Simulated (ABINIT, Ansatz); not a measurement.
# BN (Qingsongite): G0W0 with ABINIT, start to end

Aim: the G0W0 gap of BN (Qingsongite) on PBE, step by step.

Calculated with ABINIT 10.8.3; PBE and many-body steps on it, plane waves.

## Step 1: The starting structure

It takes space group F-43m (No. 216, cubic). Conventional cell: a = 3.615 Å, b = 3.615 Å, c = 3.615 Å, α = 90.00°, β = 90.00°, γ = 90.00°. B has 4 N at 1.57 Å nearest. N has 4 B at 1.57 Å nearest. Farther neighbours and most contacts between anions are not listed.

The cell and positions come from the Crystallography Open Database and are kept as given unless a step says otherwise.

## Step 2: Ground state

This step: ABINIT 10.8.3; DFT, PBE, plane waves, norm-conserving pseudopotentials.

The ground-state density comes first.

run.abi reads:

```
acell 3*1.0 Angstrom
rprim 
  -0.000000000000 1.807500000000 1.807500000000
  1.807500000000 0.000000000000 1.807500000000
  1.807500000000 1.807500000000 -0.000000000000
ntypat 2
znucl 5 7
natom 2
typat 1 2
xred 
  0.000000000000 0.000000000000 0.000000000000
  0.250000000000 0.250000000000 0.250000000000
pp_dirpath "pseudos"
pseudos "B.upf, N.upf"
ecut 36
ngkpt 10 10 10
nshiftk 1
shiftk 0 0 0
kptopt 1
chksymbreak 0
nband 9
occopt 1
tolvrs 1e-10
nstep 60
prtwf 0
optforces 0
optstress 0
indata_prefix "in"
outdata_prefix "out"
tmpdata_prefix "tmp"
```

Started as:

```bash
$ OMP_NUM_THREADS=1 mpirun -n 4 abinit run.abi > log
```

Numbers of over 12 decimals in the logs are rounded to 6 here.

What it wrote:

```text
.Version 10.8.3 of ABINIT. v10.8.2 released Aug 2026.

 Symmetries : space group F-4 3 m (#216); Bravais cF (face-center cubic)
================================================================================
 Values of the parameters that define the memory need of the present run
     intxc =       0    ionmov =       0      iscf =       7    lmnmax =       4
     lnmax =       4     mgfft =      30  mpssoang =       2    mqgrid =    3001
     natom =       2  nloc_mem =       1    nspden =       1   nspinor =       1
    nsppol =       1      nsym =      24    n1xccc =    2501    ntypat =       2
    occopt =       1   xclevel =       2
-    mband =           9        mffmem =           1         mkmem =          12
       mpw =         845          nfft =       27000          nkpt =          47
================================================================================
  Rough estimation (10% accuracy) of disk space for files :
================================================================================

--------------------------------------------------------------------------------
------------- Echo of variables that govern the present computation ------------
--------------------------------------------------------------------------------
 -outvars: echo values of preprocessed input variables --------
            acell      1.8897261259E+00  1.8897261259E+00  1.8897261259E+00 Bohr

      chksymbreak           0
             ecut      3.60000000E+01 Hartree
-          fftalg         312

              ixc     -101130
              kpt      0.00000000E+00  0.00000000E+00  0.00000000E+00
                       1.00000000E-01  0.00000000E+00  0.00000000E+00
                       2.00000000E-01  0.00000000E+00  0.00000000E+00
                       3.00000000E-01  0.00000000E+00  0.00000000E+00
                       4.00000000E-01  0.00000000E+00  0.00000000E+00
                       5.00000000E-01  0.00000000E+00  0.00000000E+00
                       1.00000000E-01  1.00000000E-01  0.00000000E+00
                       2.00000000E-01  1.00000000E-01  0.00000000E+00
                       3.00000000E-01  1.00000000E-01  0.00000000E+00
   [... 36 further rows ...]
                      -3.00000000E-01  4.00000000E-01  2.00000000E-01
                      -3.00000000E-01  5.00000000E-01  2.00000000E-01
         kptrlatt       10    0    0      0   10    0      0    0   10
          kptrlen      4.83050094E+01
P           mkmem          12
            natom           2
            nband           9
            ngfft          30      30      30
             nkpt          47
            nstep          60
             nsym          24
           ntypat           2
              occ      2.000000  2.000000  2.000000  2.000000  0.000000  0.000000
[...]
optforces           0
        optstress           0
            prtwf           0
            rprim     -0.0000000000E+00  1.8075000000E+00  1.8075000000E+00
[...]
spgroup         216

           tolvrs      1.00000000E-10

             xred      0.0000000000E+00  0.0000000000E+00  0.0000000000E+00
[...]
znucl        5.00000    7.00000

================================================================================

 chkinp: Checking input parameters for consistency.

================================================================================
== DATASET  1 ==================================================================
-   mpi_nproc: 4, omp_nthreads: 1 (-1 if OMP is not activated)

--- !DatasetInfo
iteration_state: {dtset: 1, }
dimensions: {natom: 2, nkpt: 47, mband: 9, nsppol: 1, nspinor: 1, nspden: 1, mpw: 845, }
cutoff_energies: {ecut:  36.0, pawecutdg:  -1.0, }
electrons: {nelect:   8.00000000E+00, charge:   0.00000000E+00, occopt:   1.00000000E+00, tsmear:   1.00000000E-02, }

 Real(R)+Recip(G) space primitive vectors, cartesian coordinates (Bohr,Bohr^-1):
 R(1)=  0.0000000  3.4156800  3.4156800  G(1)= -0.1463837  0.1463837  0.1463837
 R(2)=  3.4156800  0.0000000  3.4156800  G(2)=  0.1463837 -0.1463837  0.1463837
 R(3)=  3.4156800  3.4156800  0.0000000  G(3)=  0.1463837  0.1463837 -0.1463837
 Unit cell volume ucvol=  7.9700586E+01 bohr^3
 Angles (23,13,12)=  6.00000000E+01  6.00000000E+01  6.00000000E+01 degrees

 getcut: wavevector=  0.0000  0.0000  0.0000  ngfft=  30  30  30
         ecut(hartree)=     36.000   => boxcut(ratio)=   2.30194

 getcut : COMMENT -
  Note that boxcut > 2.2 ; recall that boxcut=Gcut(box)/Gcut(sphere) = 2
  is sufficient for exact treatment of convolution.
  Such a large boxcut is a waste : you could raise ecut
  e.g. ecut=   47.690509 Hartrees makes boxcut=2

--- Pseudopotential description ------------------------------------------------
- B Generated using ONCVPSP code by D. R. Hamann
-  5.00000   3.00000  171031                  znucl, zion, pspdat
12 -101130 1 -1 1534                          pspcod,pspxc,lmax,lloc,mmax
     nproj     2     2
  pspatm : epsatm=    3.38844616
         --- l  ekb(1:nproj) -->
[...]
pspatm: atomic psp has been read  and splines computed

- N Generated using ONCVPSP code by D. R. Hamann
-  7.00000   5.00000  171031                  znucl, zion, pspdat
12 -101130 1 -1 1058                          pspcod,pspxc,lmax,lloc,mmax
     nproj     2     2
  pspatm : epsatm=    5.20977870
         --- l  ekb(1:nproj) -->
[...]
1   -4.293905   -1.006988
 pspatm: atomic psp has been read  and splines computed

   6.87857989E+01                                ecore*ucvol(ha*bohr**3)
--------------------------------------------------------------------------------

_setup2: Arith. and geom. avg. npw (full set) are     822.053     822.026

================================================================================

--- !BeginCycle
iteration_state: {dtset: 1, }
solver: {iscf: 7, nstep: 60, nline: 4, wfoptalg: 0, }
tolerances: {tolvrs: 1.00E-10, }

     iter   Etot(hartree)      deltaE(h)  residm     vres2
 ETOT  1  -13.353670328845    -1.335E+01 1.866E-01 1.447E+02
 ETOT  2  -13.373136893714    -1.947E-02 6.470E-03 1.104E+02
 ETOT  3  -13.402464776550    -2.933E-02 3.876E-03 1.734E-01
 ETOT  4  -13.402502334780    -3.756E-05 4.257E-03 1.682E-03
 ETOT  5  -13.402502505884    -1.711E-07 1.198E-03 3.940E-05
 ETOT  6  -13.402502511439    -5.556E-09 1.069E-03 2.572E-07
 ETOT  7  -13.402502511479    -3.939E-11 2.420E-04 2.030E-09
 ETOT  8  -13.402502511479    -1.315E-13 2.105E-04 5.379E-11

 At SCF step    8       vres2   =  5.38E-11 < tolvrs=  1.00E-10 =>converged.

--- !ResultsGS
iteration_state: {dtset: 1, }
comment   : Summary of ground state results
lattice_vectors:
- [ -0.0000000,   3.4156800,   3.4156800, ]
- [  3.4156800,   0.0000000,   3.4156800, ]
- [  3.4156800,   3.4156800,  -0.0000000, ]
lattice_lengths: [   4.83050,    4.83050,    4.83050, ]
lattice_angles: [ 60.000,  60.000,  60.000, ] # degrees, (23, 13, 12)
lattice_volume:   7.9700586E+01
convergence: {deltae: -1.315E-13, res2:  5.379E-11, residm:  2.105E-04, diffor:  0.000E+00, }
etotal    :  -1.34025025E+01
entropy   :   0.00000000E+00
fermie    :   3.02092262E-01
cartesian_stress_tensor: null
pressure_GPa: null
xred      :
- [  0.0000E+00,   0.0000E+00,   0.0000E+00,  B]
- [  2.5000E-01,   2.5000E-01,   2.5000E-01,  N]
cartesian_forces: null
force_length_stats: {min: null, max: null, mean: null, }

 Integrated electronic density in atomic spheres:
 ------------------------------------------------
 Atom  Sphere_radius  Integrated_density
    1        2.00000          3.32049900
    2        2.00000          5.75124674
================================================================================

 ----iterations are completed or convergence reached----

 Mean square residual over all n,k,spin=   10.187E-07; max=  21.054E-05
 reduced coordinates (array xred) for    2 atoms
       0.000000000000      0.000000000000      0.000000000000
       0.250000000000      0.250000000000      0.250000000000
 rms dE/dt=  0.0000E+00; max dE/dt=  0.0000E+00; dE/dt below (all hartree)
    1       0.000000000000      0.000000000000      0.000000000000
    2       0.000000000000      0.000000000000      0.000000000000

 cartesian coordinates (angstrom) at end:
    1      0.000000     0.000000     0.000000
    2      0.903750     0.903750     0.903750
 length scales=  1.889726125908  1.889726125908  1.889726125908 bohr
              =  1.000000000000  1.000000000000  1.000000000000 angstroms
 prteigrs : about to open file out_EIG
 Fermi (or HOMO) energy (hartree) =   0.30209   Average Vxc (hartree)=  -0.47450
 Eigenvalues (hartree) for nkpt=  47  k points:
 kpt#   1, nband=  9, wtk=  0.00100, kpt=  0.0000  0.0000  0.0000 (reduced coord)
  -0.44062    0.30209    0.30209    0.30209    0.62836    0.62836    0.62836    0.68304
   1.21148
 prteigrs : prtvol=0 or 1, do not print more k-points.

--- !EnergyTerms
iteration_state     : {dtset: 1, }
comment             : Components of total free energy in Hartree
kinetic             :  9.41230010599648E+00
hartree             :  1.79183179045680E+00
xc                  : -4.37198988812425E+00
Ewald energy        : -1.31703929426445E+01
psp_core            :  8.63052609504914E-01
local_psp           : -6.86018895556562E+00
non_local_psp       : -1.06711523110257E+00
total_energy        : -1.34025025114787E+01
total_energy_eV     : -3.64700672502578E+02
band_energy         :  1.04301569482710E-01

== END DATASET(S) ==============================================================
================================================================================

 -outvars: echo values of variables after computation  --------
           etotal     -1.3402502511E+01
            nband           9
             nkpt          47
          spgroup         216
 [... the other variables as echoed above ...]

 Calculation completed.
```

Run time: 4.9 s. Hardware: 4 MPI ranks of Arm Neoverse V1, shared host; peak memory 0.25 GiB; 19 s of CPU time.

Numbers from this step:

```
total energy               : -364.7007 eV
gap                        : 4.535 eV
k of the valence top       : 0, 0, 0
k of the conduction bottom : 0.5, 0.5, 0
least direct gap           : 8.878 eV
```

The gap is indirect, with the least direct gap 4.34 eV higher.

[end of part 1 of 3]

[Paths, hosts, dates, memory and timing lines, banners, echoed tables and standing remarks are left out of the program output.]

[Logs are printed without paths, hosts, clocks, repeated set-up lines and the standing remarks that a program may print on its own settings, such as how far it seeks lower states.]

[Runs of the session that timed out or met a known fault of the program may be left out.]

[Hosts, paths, dates, database ids (printed as entryN), source tags and the programs' standing remarks are cut or masked in the printed files.]

[G0W0 gaps are taken among the corrected bands and points alone; a level outside them can change the order at an edge.]

[Where Ansatz stands beside ABINIT at settings called matched, ABINIT's density can come from a denser mesh and the files from another edition; pairs whose starting gaps differed by over 0.03 eV were left out, so agreement reads better than it is.]
